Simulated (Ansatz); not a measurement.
# Quasi-harmonic thermodynamics of KF (Carobbiite, Fm-3m), part 2 of 3

How much does KF (Carobbiite) expand with temperature?

What experiment has found for this phase:
- volume expansion coefficient 104.4 1e-6/K and heat capacity C_P per formula unit 49 J/mol/K near room temperature (given in “High-Throughput Prediction of Finite-Temperature Properties using the Quasi-Harmonic Approximation”, 2016, arXiv:1603.06924)
- volume expansion coefficient 95.1 1e-6/K near room temperature (given in “Descriptors for thermal expansion in solids”, 2017, arXiv:1701.03966)

Ansatz 0.2.0; DFT PBE, scalar-relativistic, plane waves, PAW (the session's first sound run).

So far. Step 2 (A first coarse run): The start is under 1.4 GPa at this level and looks like an insulator or semiconductor on this mesh. Step 4 (Relaxing to small residual forces and stress): The residual pressure is 0.0016 GPa, small enough for phonons.

In doubt: the dispersion correction can have small steps in the geometry for these elements (step 6), which bears on fits and elastic values.

### Step 5. Relaxing at another setting

The functional, the potentials or the cutoff change, so the crystal is relaxed again at the new setting.

This step: DFT PBE+D3(BJ), scalar-relativistic, plane waves, PAW (Ansatz 0.2.0).

Contents of input.yaml:

```yaml
crystal:
  lattice:
    - [0.0, 2.7103778329, 2.7103778329]
    - [2.7103778329, 0.0, 2.7103778329]
    - [2.7103778329, 2.7103778329, 0.0]
  atoms:
    - { symbol: K, position: [0.0, 0.0, 0.0] }
    - { symbol: F, position: [0.5, 0.5, 0.5] }
kpoints:
  mp_grid: { grid: [8, 8, 8] }
hamiltonian:
  xc: pbe
  dispersion: d3bj
scf:
  occupations: { method: fixed }
output:
  forces: true
  stress: true
  eigenvalues: true
relax:
  adjacent_minimum: "off"
  f_tol: 0.001
  max_steps: 60
  cell: { stress_tol: 0.01 }
```

Command:

```sh
$ ansatz run input.yaml --threads 4 --pin off --max-ram 8192MiB --backend cpu --events-out ev --progress --plain --runs-dir out
```

Numbers of over 12 decimals in the logs are rounded to 6 here.

The program printed:

```text
[...]
Crystal: 2 atoms, lattice volume = 39.822 Å³
Basis set: ecut = 420 eV, 749 PW (Γ), exchange–correlation on 54×54×54 points (8 copies of the dense FFT grid, shifted against one another)
Bands: 12, of which v1, the nominal top of the filled ones, is band 8 counted from 1 (7 counted from 0)
Symmetry: 48 space group operations
[...]
k-points: 29 of 512
[...]
SCF iter   1: F=—  HF=-2349.106350 eV  |F-HF|=—  |Δ(HF+E_count)|=         —  Δρ=7.11e-4  dr2=1.06e-4  ethr=1.77e-3  ⟨swp⟩=4.2  Hψ=1872  notcnv=0  defer=49
[...]
SCF iter   8: F=-2349.106290 eV  HF=-2349.106290 eV  |F-HF|=2.89e-9  |Δ(HF+E_count)|=   3.62e-8  Δρ=3.18e-6  dr2=3.28e-9  ethr=6.25e-10  ⟨swp⟩=6.2  Hψ=1769  notcnv=0
SCF 1 converged in 8 iterations: F = -2349.106290 eV  dr2 = 3.28e-9
[...]
relax step   1: F+E_penalty+E_count = -2349.10628981 eV  Δ(F+E_penalty+E_count) = +0.000e0 eV  max|allowed force component| = 1.593e-28 eV/Å  Δτ_max = 0.0000 Å  P = -1.206 GPa  Ω = 39.822 Å³  (8 SCF iters, dr2 threshold 1.00e-7 eV, accepted)
Crystal: 2 atoms, lattice volume = 38.222 Å³
Basis set: ecut = 420 eV, 725 PW (Γ), exchange–correlation on 54×54×54 points (8 copies of the dense FFT grid, shifted against one another)
[...]
SCF iter   5: F=-2349.114873 eV  HF=-2349.114873 eV  |F-HF|=1.53e-7  |Δ(HF+E_count)|=   3.02e-6  Δρ=1.64e-5  dr2=8.10e-8  ethr=1.25e-9  ⟨swp⟩=4.7  Hψ=1955  notcnv=0
SCF 2 converged in 5 iterations: F = -2349.114873 eV  dr2 = 8.10e-8
[...]
relax step   2: F+E_penalty+E_count = -2349.11487269 eV  Δ(F+E_penalty+E_count) = -8.583e-3 eV  max|allowed force component| = 1.282e-29 eV/Å  Δτ_max = 0.0000 Å  P = +0.130 GPa  Ω = 38.222 Å³  energy of the carried Pulay correction = +3.002e-3 eV  (5 SCF iters, dr2 threshold 2.00e-7 eV, accepted)
Crystal: 2 atoms, lattice volume = 38.371 Å³
[...]
SCF iter   4: F=-2349.114645 eV  HF=-2349.114645 eV  |F-HF|=7.35e-9  |Δ(HF+E_count)|=   2.53e-7  Δρ=1.27e-5  dr2=2.46e-8  ethr=2.62e-10  ⟨swp⟩=4.5  Hψ=1873  notcnv=0
SCF 3 converged in 4 iterations: F = -2349.114645 eV  dr2 = 2.46e-8
relax step   3: F+E_penalty+E_count = -2349.11464454 eV  Δ(F+E_penalty+E_count) = +2.282e-4 eV  max|allowed force component| = 5.255e-30 eV/Å  Δτ_max = 0.0000 Å  P = -0.006 GPa  Ω = 38.371 Å³  energy of the carried Pulay correction = +2.716e-3 eV  (4 SCF iters, dr2 threshold 4.20e-8 eV, accepted)
[...]
relax step   4: F+E_penalty+E_count = -2349.11254792 eV  Δ(F+E_penalty+E_count) = +2.097e-3 eV  max|allowed force component| = 1.180e-29 eV/Å  Δτ_max = 0.0000 Å  P = -0.134 GPa  Ω = 38.371 Å³  stress off target by 1.34e-1 GPa  SCF on the basis re-selected at this cell (its energy is not comparable with the rows above)  (7 SCF iters)
[...]
relax step   5: F+E_penalty+E_count = -2349.11289016 eV  Δ(F+E_penalty+E_count) = -3.422e-4 eV  max|allowed force component| = 8.546e-29 eV/Å  Δτ_max = 0.0000 Å  P = -0.002 GPa  Ω = 38.223 Å³  energy of the carried Pulay correction = +2.792e-4 eV  (4 SCF iters, dr2 threshold 4.50e-8 eV, accepted)
[...]
SCF iter   7: F=-2349.112657 eV  HF=-2349.112657 eV  |F-HF|=4.55e-13  |Δ(HF+E_count)|=  4.55e-13  Δρ=2.90e-8  dr2=2.06e-13  ethr=1.00e-12  ⟨swp⟩=6.5  Hψ=1821  notcnv=0
SCF 6 converged in 7 iterations: F = -2349.112657 eV  dr2 = 2.06e-13
relax step   6: F+E_penalty+E_count = -2349.11265721 eV  Δ(F+E_penalty+E_count) = +2.329e-4 eV  max|allowed force component| = 1.028e-28 eV/Å  Δτ_max = 0.0000 Å  P = -0.010 GPa  Ω = 38.223 Å³  stress off target by 9.79e-3 GPa  SCF on the basis re-selected at this cell (its energy is not comparable with the rows above)  (7 SCF iters)
[...]
SCF converged after 7 iterations
Free energy (F): -2349.112657 eV
[...]
Internal energy: -2349.112657 eV  (E = F + TS)
E sigma→0 (E₀):  -2349.112657 eV
Fermi energy:    1.447933 eV
[...]
--- Stress (GPa, compression-positive) ---
       -0.009787      -0.000000      -0.000000
       -0.000000      -0.009787      -0.000000
       -0.000000      -0.000000      -0.009787
  P = ⅓ Tr σ = -0.0098 GPa (-0.098 kbar)
--- Band table (eV; the first three rows and the last of 29) ---
  k-point 0: bands = [... 4 lower, -7.9330, 1.4479, 1.4479, 1.4479, 7.6190, 12.1176, 12.1176, 12.1176]
  k-point 1: bands = [... 4 lower, -7.9385, 1.3086, 1.3953, 1.3953, 8.0505, 11.8728, 12.3228, 12.3228]
  k-point 2: bands = [... 4 lower, -7.9514, 1.0134, 1.2711, 1.2711, 9.1269, 11.5341, 12.8288, 12.8288]
  k-point 28: bands = [... 4 lower, -8.0201, 1.0457, 1.2845, 1.2845, 11.1782, 11.1782, 12.6273, 14.7728]
--- Relaxed structure (4 steps of the walk, 4 accepted, 2 SCFs on fresh bases) ---
[...]
cell:  # Å, volume = 38.2227 Å³
    - [0, 2.673604, 2.673604]
    - [2.673604, 0, 2.673604]
    - [2.673604, 2.673604, 0]
  atoms:
    - { symbol: K, position: [0, 0, 0] }
    - { symbol: F, position: [0.500000, 0.500000, 0.500000] }
```

It took 3.8 s on 4 threads of Arm Neoverse N1, shared host; peak memory 0.29 GiB.

Step by step:

```
step  energy less that of the first step (eV)  largest force component (eV/Å)  pressure (GPa)  volume (Å³)
   1                                   0.0000                          0.0000           -1.21        39.82
   2                                  -0.0086                          0.0000            0.13        38.22
   3                                  -0.0084                          0.0000           -0.01        38.37
  4*                                  -0.0063                          0.0000           -0.13        38.37
   5                                  -0.0066                          0.0000            0.00        38.22
  6*                                  -0.0064                          0.0000           -0.01        38.22
```

Relaxation steps marked * repeat the geometry before them on a plane-wave basis chosen anew for their cell, so energy and pressure can jump there.

The run keeps the 48 symmetry operations that it works with, so distortions that break them were not tested.

```
conventional cell, symmetrised  before  after  change
                         a (Å)   5.421  5.347  -1.4 %
                         b (Å)   5.421  5.347  -1.4 %
                         c (Å)   5.421  5.347  -1.4 %
              volume (Å³/atom)   19.91  19.11  -4.0 %
```

The relaxed structure:

```
K F
1.0
     0.00000    2.67360    2.67360
     2.67360    0.00000    2.67360
     2.67360    2.67360    0.00000
K F
1 1
Direct
  0.00000 0.00000 0.00000
  0.50000 0.50000 0.50000
```

This step gave:

- pressure: -0.009787 GPa
- gap on the k-mesh: 6.171 eV
- volume per atom: 19.11 Å³

The residual pressure is -0.0098 GPa, small enough for phonons.

### Step 6. Phonons on strained cells

Thermal expansion follows from how the free energy of the vibrations (and of the electrons in a metal) changes with strain, so the program makes strained cells, their phonons and a fit in one run.

input.yaml, the sections that differ from step 5:

```yaml
crystal:
  lattice:
    - [0.0, 2.6736041597, 2.6736041597]
    - [2.6736041597, 0.0, 2.6736041597]
    - [2.6736041597, 2.6736041597, 0.0]
  atoms:
    - { symbol: K, position: [0.0, 0.0, 0.0] }
    - { symbol: F, position: [0.5, 0.5, 0.5] }
output:
  eigenvalues: true
phonons:
  method: dfpt
  qmesh: [4, 4, 4]
  temperatures: { t_max: 800.0, t_step: 50 }
  thermal_expansion: {}
# kpoints, hamiltonian, scf: as in step 5
# relax: removed
```

The program printed:

```text
[...]
Crystal: 2 atoms, lattice volume = 38.223 Å³
Basis set: ecut = 487.2 eV, 941 PW (Γ), exchange–correlation on 60×60×60 points (8 copies of the dense FFT grid, shifted against one another)
Bands: 12, of which v1, the nominal top of the filled ones, is band 8 counted from 1 (7 counted from 0)
Symmetry: 48 space group operations
[...]
k-points: 29 of 512
[...]
SCF iter   1: F=—  HF=-2349.116970 eV  |F-HF|=—  |Δ(HF+E_count)|=         —  Δρ=1.09e-3  dr2=1.30e-4  ethr=1.77e-3  ⟨swp⟩=4.2  Hψ=1881  notcnv=0  defer=50
[...]
SCF iter   9: F=-2349.116915 eV  HF=-2349.116915 eV  |F-HF|=4.55e-13  |Δ(HF+E_count)|=    0.00e0  Δρ=3.11e-8  dr2=2.57e-13  ethr=1.00e-12  ⟨swp⟩=6.1  Hψ=1877  notcnv=0
SCF 1 converged in 9 iterations: F = -2349.116915 eV  dr2 = 2.57e-13
[...]
relax step   1: F+E_penalty+E_count = -2349.11691498 eV  Δ(F+E_penalty+E_count) = +0.000e0 eV  max|allowed force component| = 1.926e-29 eV/Å  Δτ_max = 0.0000 Å  (9 SCF iters, accepted)
SCF converged after 9 iterations
Free energy (F): -2349.116915 eV
[...]
Internal energy: -2349.116915 eV  (E = F + TS)
E sigma→0 (E₀):  -2349.116915 eV
Fermi energy:    1.447943 eV
[...]
--- Stress (GPa, compression-positive) ---
       -0.005998       0.000000       0.000000
        0.000000      -0.005998      -0.000000
        0.000000       0.000000      -0.005998
  P = ⅓ Tr σ = -0.0060 GPa (-0.060 kbar)
--- Band table (eV; the first three rows and the last of 29) ---
  k-point 0: bands = [... 4 lower, -7.9327, 1.4479, 1.4479, 1.4479, 7.6191, 12.1179, 12.1179, 12.1179]
  k-point 1: bands = [... 4 lower, -7.9382, 1.3089, 1.3955, 1.3955, 8.0507, 11.8730, 12.3231, 12.3231]
  k-point 2: bands = [... 4 lower, -7.9511, 1.0138, 1.2715, 1.2715, 9.1271, 11.5342, 12.8291, 12.8291]
  k-point 28: bands = [... 4 lower, -8.0198, 1.0459, 1.2850, 1.2850, 11.1783, 11.1783, 12.6274, 14.7730]
── thermal expansion: 3 new cells, 3 in all ──
thermal expansion: variable-cell relaxation of cell 1
thermal expansion: relaxation of cell 1
thermal expansion: relaxation of cell 2
thermal expansion: relaxation of cell 3
── thermal expansion: 2 new cells, 5 in all ──
thermal expansion: relaxation of cell 4
thermal expansion: lower-state search of cell 4
thermal expansion: phonons of cell 4
thermal expansion: relaxation of cell 5
thermal expansion: phonons of cell 5
── thermal expansion: 8 new cells, 13 in all ──
thermal expansion: relaxation of cell 6
thermal expansion: relaxation of cell 7
thermal expansion: relaxation of cell 8
thermal expansion: relaxation of cell 9
thermal expansion: relaxation of cell 10
thermal expansion: relaxation of cell 11
thermal expansion: relaxation of cell 12
thermal expansion: relaxation of cell 13
thermal expansion: phonons of cell 6
thermal expansion: phonons of cell 7
thermal expansion: phonons of cell 8
thermal expansion: phonons of cell 9
thermal expansion: phonons of cell 10
--- Relaxed structure (1 steps of the walk, 1 accepted, 0 SCFs on fresh bases) ---
  F+E_penalty+E_count = -2349.11691498 eV   max|allowed force component| = 1.926e-29 eV/Å
  atoms:
    - { symbol: K, position: [0.0, 0.0, 0.0] }
    - { symbol: F, position: [0.5, 0.5, 0.5] }
--- Thermal expansion: 13 cells in 3 rounds, 0 GPa ---
  no lower state was reached at cell 4
  without vibrations: a 3.78079, b 3.78079, c 3.78079 Å, V 38.2150 Å³, B 32.27 GPa
  at 0 K: a 3.79680, b 3.79680, c 3.79680 Å, V 38.7024 Å³, B 30.99 GPa
  zero-point expansion: a +0.423, b +0.423, c +0.423, V +1.275 %
      T/K        a/Å        b/Å        c/Å       V/Å³ | expansion of a, b, c, V (1e-6/K)   | that of V in the mean from 25 °C | C_P, C_V (J/mol K of the cell) | B_T, B_S (GPa)
     0.00    3.79680    3.79680    3.79680    38.7024 |    0.00    0.00    0.00    0.00 |   75.60 |     0.000     0.000 |    30.99    30.99
   100.00    3.80031    3.80031    3.80031    38.8099 |   23.03   23.03   23.03   69.08 |  100.04 |    33.239    32.903 |    30.20    30.50
   200.00    3.81170    3.81170    3.81170    39.1598 |   34.62   34.62   34.62  103.87 |  111.94 |    46.062    44.617 |    28.39    29.31
   298.15    3.82576    3.82576    3.82576    39.5948 |   40.14   40.14   40.14  120.43 |       - |    50.204    47.479 |    26.43    27.95
   350.00    3.83399    3.83399    3.83399    39.8509 |   42.77   42.77   42.77  128.30 |  124.76 |    51.658    48.155 |    25.33    27.17
   450.00    3.85146    3.85146    3.85146    40.3983 |   48.36   48.36   48.36  145.08 |  133.63 |    54.184    48.872 |    23.05    25.56
   550.00    3.87148    3.87148    3.87148    41.0315 |   55.76   55.76   55.76  167.27 |  144.07 |    57.026    49.237 |    20.48    23.72
   650.00    3.89516    3.89516    3.89516    41.7888 |   67.14   67.14   67.14  201.42 |  157.48 |    61.042    49.447 |    17.47    21.57
   750.00    3.92510    3.92510    3.92510    42.7601 |   88.89   88.89   88.89  266.67 |  176.92 |    68.374    49.580 |    13.68    18.87
   800.00    3.94455    3.94455    3.94455    43.3986 |  111.03  111.03  111.03  333.10 |  191.43 |    75.716    49.630 |    11.24    17.15
  the static fit leaves 0.001 meV an atom of the energies and, of the stresses, 0.000 GPa of each cell's largest along a strain (root mean squares over the cells), whose Pulay part it has at -0.002 GPa
  vibrations' free energy: its fit leaves 0.0006 meV an atom at the most
  the electrons' free energy at temperature is not in it: every band gap is over 0.83 eV
  free energies summed between the sampled wave vectors
  estimated error of the fitted expansion in any direction: up to 25.907e-6/K, at 800 K (an estimate, not a bound: it was exceeded on models of known expansion)
  the energies and the vibrations are of d3bj (s6 = 1.0, s8 = 0.7875, a1 = 0.4289, a2_bohr = 4.4407) at the weights and the pressure of the crystal at rest
  by sums over the sampled wave vectors an expansion of the volume parts by up to 4.09e-6/K
  by a static energy of one degree less an expansion of the volume parts by up to 5.44e-6/K
  the FFT grids of the static calculations differ: 27 × 27 × 27, 30 × 30 × 30
  band gaps on the cells' k-points are 5.417 to 6.331 eV
```

The job ended after 19 min (4 threads; peak memory 0.97 GiB).

This step gave:

```
pressure                                         : -0.005998 GPa
volume expansion coefficient at 298 K            : 120.4 1e-6/K
C_P at 298 K                                     : 25.10 J/mol-atom/K
entropy at 298 K                                 : 34.70 J/mol-atom/K
isothermal bulk modulus at 298 K                 : 26.43 GPa
Grüneisen parameter at 298 K                     : 1.599
volume at 298 K                                  : 19.80 Å³/atom
principal linear expansion coefficients at 298 K : 40.14, 40.14, 40.14 1e-6/K
```

Strained cells of the study; zero-point energy where phonons were solved; the pressures are stresses at a fixed cutoff and can carry an offset from the finite basis. Expansion cells, by row:

```
cell  |a| (Å)  |b| (Å)  |c| (Å)  V (Å³/atom)  E - E_lowest (meV/atom)  pressure, compression positive (GPa)  gap (eV)  zero-point energy (meV/atom)
   1    3.781    3.781    3.781        19.11                        0                                -0.008     6.171                             -
   2    3.811    3.811    3.811        19.57                    1.093                                -0.735     6.047                             -
   3    3.751    3.751    3.751        18.66                    1.105                                 0.808     6.298                             -
   4    3.781    3.781    3.781        19.11                        0                                 -0.01     6.171                         30.09
   5      3.8      3.8      3.8         19.4                     0.44                                -0.475     6.093                         29.37
   6    3.815    3.815    3.815        19.63                    1.359                                -0.816     6.033                         28.82
   7    3.849    3.849    3.849        20.16                     5.25                                 -1.52       5.9                         27.56
   8    3.883    3.883    3.883         20.7                    11.48                                -2.135      5.77                         26.32
   9    3.918    3.918    3.918        21.26                    19.89                                -2.668     5.645                          25.1
  10    3.953    3.953    3.953        21.84                     30.3                                -3.128     5.523                         23.89
  11    3.744    3.744    3.744        18.55                     1.74                                 1.026     6.331                             -
  12    3.762    3.762    3.762        18.83                    0.421                                  0.49      6.25                             -
  13    3.984    3.984    3.984        22.37                    41.21                                -3.484     5.417                             -
```

(Part 2 of 3 ends here.)

[Logs are printed without paths, hosts, clocks, repeated set-up lines and the standing remarks that a program may print on its own settings, such as how far it seeks lower states.]

[Hosts, paths, dates, database ids (printed as entryN), source tags and the programs' standing remarks are cut or masked in the printed files.]

[A step with changed settings may run another functional than the one named; its input shows which.]
